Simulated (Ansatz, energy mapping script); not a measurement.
# Spin model of LiNiS2 in the alpha-NaFeO2 structure from collinear orders

Wanted: the magnetic order of LiNiS2 in the alpha-NaFeO2 structure, its couplings and an estimate of its ordering temperature, by PBEsol+U (4.8 eV).

Main program and level: Ansatz 0.2.0; PBEsol with U = 4.8 eV on Ni d, ortho-atomic projectors, ortho-atomic projectors, rVV10 dispersion, broyden mixing with step 0.4; plane waves, U on orthogonalised atomic orbitals unless named otherwise, collinear spin, no spin–orbit coupling.

Report form: the programs' logs are mostly left out.

### Step 1. The starting structure

Symmetry: R-3m, No. 166, trigonal system. The conventional cell has a = 3.421 Å, b = 3.421 Å, c = 17.313 Å, α = 90.00°, β = 90.00°, γ = 120.00°. Li has 6 S at 2.53 Å nearest. Ni has 6 S at 2.37 Å nearest. Nearest to S lie 3 Ni at 2.37 Å and 3 Li at 2.53 Å. alpha-NaFeO2 prototype, lattice guessed from radii. Farther neighbours and most contacts between anions are not listed.

This cell was built for the study (alpha-NaFeO2 prototype, lattice guessed from radii), not taken from an experiment; the compound need not form in this structure.

The cell was relaxed beforehand in Ansatz under PBE with U = 6 eV on Ni d, ortho-atomic projectors, D3(BJ) dispersion, from parallel moments.

The U corrects the self-interaction that lets semilocal functionals spread d and f electrons too far. Its value here is typed, not computed. Settings are also changed on purpose: ortho-atomic projectors, rVV10 dispersion, broyden mixing with step 0.4.

### Step 2. One set of occupation matrices for all orders

A corrected shell can settle in several orbital fillings. One parallel run, with an occupation width a fifth wider than the orders use, therefore is to supply the occupation matrices.

Input file input.yaml:

```yaml
crystal:
  lattice:
    - [1.710547538, 0.987585082, 5.771054402]
    - [-1.710547538, 0.987585082, 5.771054402]
    - [0.0, -1.975170163, 5.771054402]
  atoms:
    - { symbol: Li, position: [0.0, 0.0, 0.0] }
    - { symbol: Ni, position: [0.5, 0.5, 0.5], spin: 2.0 }
    - { symbol: S, position: [0.242126947, 0.242126947, 0.242126947] }
    - { symbol: S, position: [0.757873053, 0.757873053, 0.757873053] }
magnetization:
  spin_polarized: true
kpoints:
  mp_grid: { grid: [12, 12, 12] }
hamiltonian:
  xc: pbesol
  hubbard:
    sites: [{ species: Ni, l: d, u_eff: 4.8 }]
    projectors: ortho-atomic
  dispersion: rvv10
scf:
  occupations: { method: fermi_dirac, width: 0.06 }
  mixing: { algorithm: broyden, beta: 0.4 }
output:
  eigenvalues: true
```

Started as:

```
ansatz run input.yaml --threads 4 --pin off --max-ram 8192MiB --backend cpu --events-out ev --progress --plain --runs-dir out
```

Elapsed: 0.03 s, on 4 threads of Arm Neoverse V1, shared host; peak memory 0.029 GiB.

The input was rejected at the start.

The program's message: “Error: inconsistent input (hamiltonian.dispersion, hamiltonian.xc): `dispersion: rvv10` has no transferable b for PBE exchange — Sabatini et al. (2013) fitted b=6.3 to rPW86, and the PBE refits of Pen …”

No matrices came of it, so the orders below start without them.

### Step 3. Run 1 (parallel; cell A, 8 atoms)

Each cell gets its own parallel run on the same mesh, so that most of the mesh error cancels in the differences.

input.yaml, the sections that differ from step 2:

```yaml
crystal:
  lattice:
    - [-1.710547538, 2.962755245, 0.0]
    - [-5.131642614, -2.962755245, 0.0]
    - [1.710547538, 0.987585082, 5.771054402]
  atoms:
    - { symbol: Li, position: [0.5, 0.5, 0.0] }
    - { symbol: Li, position: [0.0, 0.0, 0.0] }
    - { symbol: Ni, position: [0.5, 0.0, 0.5], spin: 2.0 }
    - { symbol: Ni, position: [0.0, 0.5, 0.5], spin: 2.0 }
    - { symbol: S, position: [0.5, 0.742126947, 0.726380841] }
    - { symbol: S, position: [0.0, 0.242126947, 0.726380841] }
    - { symbol: S, position: [0.5, 0.257873053, 0.273619159] }
    - { symbol: S, position: [0.0, 0.757873053, 0.273619159] }
kpoints:
  mp_grid: { grid: [11, 7, 6] }
scf:
  occupations: { method: fermi_dirac, width: 0.05 }
  mixing: { algorithm: broyden, beta: 0.4 }
# magnetization, hamiltonian, output: as in step 2
```

The job ended after 0.03 s (4 threads; peak memory 0.029 GiB).

The input was rejected at the start.

The program's message: “Error: inconsistent input (hamiltonian.dispersion, hamiltonian.xc): `dispersion: rvv10` has no transferable b for PBE exchange — Sabatini et al. (2013) fitted b=6.3 to rPW86, and the PBE refits of Pen …”

### Step 4. Run 2 (parallel; cell B, 12 atoms)

A new cell needs its own zero of energy.

input.yaml, the sections that differ from step 3:

```yaml
crystal:
  lattice:
    - [-3.421095076, 0.0, 0.0]
    - [0.0, -3.950340327, -5.771054402]
    - [1.710547538, -4.937925408, 5.771054402]
  atoms:
    - { symbol: Li, position: [0.333333333, 0.666666667, 0.666666667] }
    - { symbol: Li, position: [0.666666667, 0.333333333, 0.333333333] }
    - { symbol: Li, position: [0.0, 0.0, 0.0] }
    - { symbol: Ni, position: [0.666666667, 0.833333333, 0.333333333], spin: 2.0 }
    - { symbol: Ni, position: [0.0, 0.5, 0.0], spin: 2.0 }
    - { symbol: Ni, position: [0.333333333, 0.166666667, 0.666666667], spin: 2.0 }
    - { symbol: S, position: [0.494751298, 0.263121755, 0.989502596] }
    - { symbol: S, position: [0.828084631, 0.929788422, 0.656169263] }
    - { symbol: S, position: [0.161417965, 0.596455088, 0.322835929] }
    - { symbol: S, position: [0.838582035, 0.403544912, 0.677164071] }
    - { symbol: S, position: [0.171915369, 0.070211578, 0.343830737] }
    - { symbol: S, position: [0.505248702, 0.736878245, 0.010497404] }
kpoints:
  mp_grid: { grid: [11, 6, 11] }
# magnetization, hamiltonian, scf, output: as in step 3
```

Run time: 0.03 s. Hardware: 4 threads; peak memory 0.029 GiB.

The input was rejected at the start.

The program's message: “Error: inconsistent input (hamiltonian.dispersion, hamiltonian.xc): `dispersion: rvv10` has no transferable b for PBE exchange — Sabatini et al. (2013) fitted b=6.3 to rPW86, and the PBE refits of Pen …”

### Step 5. Parallel start in cell C (8 atoms)

input.yaml, the sections that differ from step 4:

```yaml
crystal:
  lattice:
    - [1.710547538, -2.962755245, 0.0]
    - [3.421095076, 0.0, 0.0]
    - [1.710547538, -0.987585081, 11.542108804]
  atoms:
    - { symbol: Li, position: [0.0, 0.0, 0.0] }
    - { symbol: Li, position: [0.5, 0.5, 0.5] }
    - { symbol: Ni, position: [0.75, 0.75, 0.75], spin: 2.0 }
    - { symbol: Ni, position: [0.25, 0.25, 0.25], spin: 2.0 }
    - { symbol: S, position: [0.878936526, 0.878936526, 0.36319042] }
    - { symbol: S, position: [0.378936526, 0.378936526, 0.86319042] }
    - { symbol: S, position: [0.621063474, 0.621063474, 0.13680958] }
    - { symbol: S, position: [0.121063474, 0.121063474, 0.63680958] }
kpoints:
  mp_grid: { grid: [12, 12, 12] }
# magnetization, hamiltonian, scf, output: as in step 4
```

Elapsed: 0.03 s, on 4 threads; peak memory 0.029 GiB.

The program refused the input before any cycle.

The program's message: “Error: inconsistent input (hamiltonian.dispersion, hamiltonian.xc): `dispersion: rvv10` has no transferable b for PBE exchange — Sabatini et al. (2013) fitted b=6.3 to rPW86, and the PBE refits of Pen …”

### Step 6. Parallel start in cell D (8 atoms)

input.yaml, the sections that differ from step 5:

```yaml
crystal:
  lattice:
    - [-3.421095076, 0.0, 0.0]
    - [0.0, 5.92551049, 0.0]
    - [1.710547538, -0.987585082, -5.771054402]
  atoms:
    - { symbol: Li, position: [0.0, 0.0, 0.0] }
    - { symbol: Li, position: [0.5, 0.5, 0.0] }
    - { symbol: Ni, position: [0.25, 0.75, 0.5], spin: 2.0 }
    - { symbol: Ni, position: [0.75, 0.25, 0.5], spin: 2.0 }
    - { symbol: S, position: [0.63680958, 0.878936526, 0.273619159] }
    - { symbol: S, position: [0.136809579, 0.378936526, 0.273619159] }
    - { symbol: S, position: [0.86319042, 0.621063474, 0.726380841] }
    - { symbol: S, position: [0.36319042, 0.121063474, 0.726380841] }
kpoints:
  mp_grid: { grid: [11, 6, 11] }
# magnetization, hamiltonian, scf, output: as in step 5
```

Wall time 0.03 s (4 threads); peak memory 0.029 GiB.

The input was rejected at the start.

The program's message: “Error: inconsistent input (hamiltonian.dispersion, hamiltonian.xc): `dispersion: rvv10` has no transferable b for PBE exchange — Sabatini et al. (2013) fitted b=6.3 to rPW86, and the PBE refits of Pen …”

### Step 7. Parallel start in cell E (12 atoms)

input.yaml, the sections that differ from step 6:

```yaml
crystal:
  lattice:
    - [1.710547538, -2.962755245, 0.0]
    - [-1.710547538, -0.987585082, -5.771054402]
    - [6.842190152, 5.92551049, 0.0]
  atoms:
    - { symbol: Li, position: [0.0, 0.0, 0.0] }
    - { symbol: Li, position: [0.666666667, 0.0, 0.333333333] }
    - { symbol: Li, position: [0.333333333, 0.0, 0.666666667] }
    - { symbol: Ni, position: [0.833333333, 0.5, 0.666666667], spin: 2.0 }
    - { symbol: Ni, position: [0.5, 0.5, 0.0], spin: 2.0 }
    - { symbol: Ni, position: [0.166666667, 0.5, 0.333333333], spin: 2.0 }
    - { symbol: S, position: [0.919291018, 0.273619159, 0.838582035] }
    - { symbol: S, position: [0.585957684, 0.273619159, 0.171915369] }
    - { symbol: S, position: [0.252624351, 0.273619159, 0.505248702] }
    - { symbol: S, position: [0.747375649, 0.726380841, 0.494751298] }
    - { symbol: S, position: [0.414042316, 0.726380841, 0.828084631] }
    - { symbol: S, position: [0.080708982, 0.726380841, 0.161417965] }
# magnetization, kpoints, hamiltonian, scf, output: as in step 6
```

It took 0.03 s on 4 threads; peak memory 0.029 GiB.

The input was rejected at the start.

The program's message: “Error: inconsistent input (hamiltonian.dispersion, hamiltonian.xc): `dispersion: rvv10` has no transferable b for PBE exchange — Sabatini et al. (2013) fitted b=6.3 to rPW86, and the PBE refits of Pen …”

### Step 8. Mapping onto a Heisenberg model

Each energy difference is a sum of couplings weighted by the pairs that the order reverses. A few near shells are fitted to the differences by least squares. Energies are those extrapolated to zero occupation width, not the free energies F.

No pair of orders in one cell converged with its signs kept, so no coupling can be fitted.

### Step 9. Results

| Property | Result |
| --- | --- |
| couplings | not obtained |

**Reading.** The program refused these inputs, so nothing was computed.

1 further run of the session is left out of this account and of its counts and ranges: runs hit by known faults of a program or its files, repeats, responses too ill-conditioned to give a U, cells squeezed past sense, harmless faults, or fits whose shells could not be counted again from the structure.

[Logs and program files are shortened in this print: banners, set-up blocks, solver, clock and traceback lines can be left out without a mark of their own.]

[Logs are printed without paths, hosts, clocks, repeated set-up lines and the standing remarks that a program may print on its own settings, such as how far it seeks lower states.]

[Hosts, paths, dates, database ids (printed as entryN), source tags and the programs' standing remarks are cut or masked in the printed files.]

[Where a cell is said to come from a database of computed structures, the database is the Materials Project.]
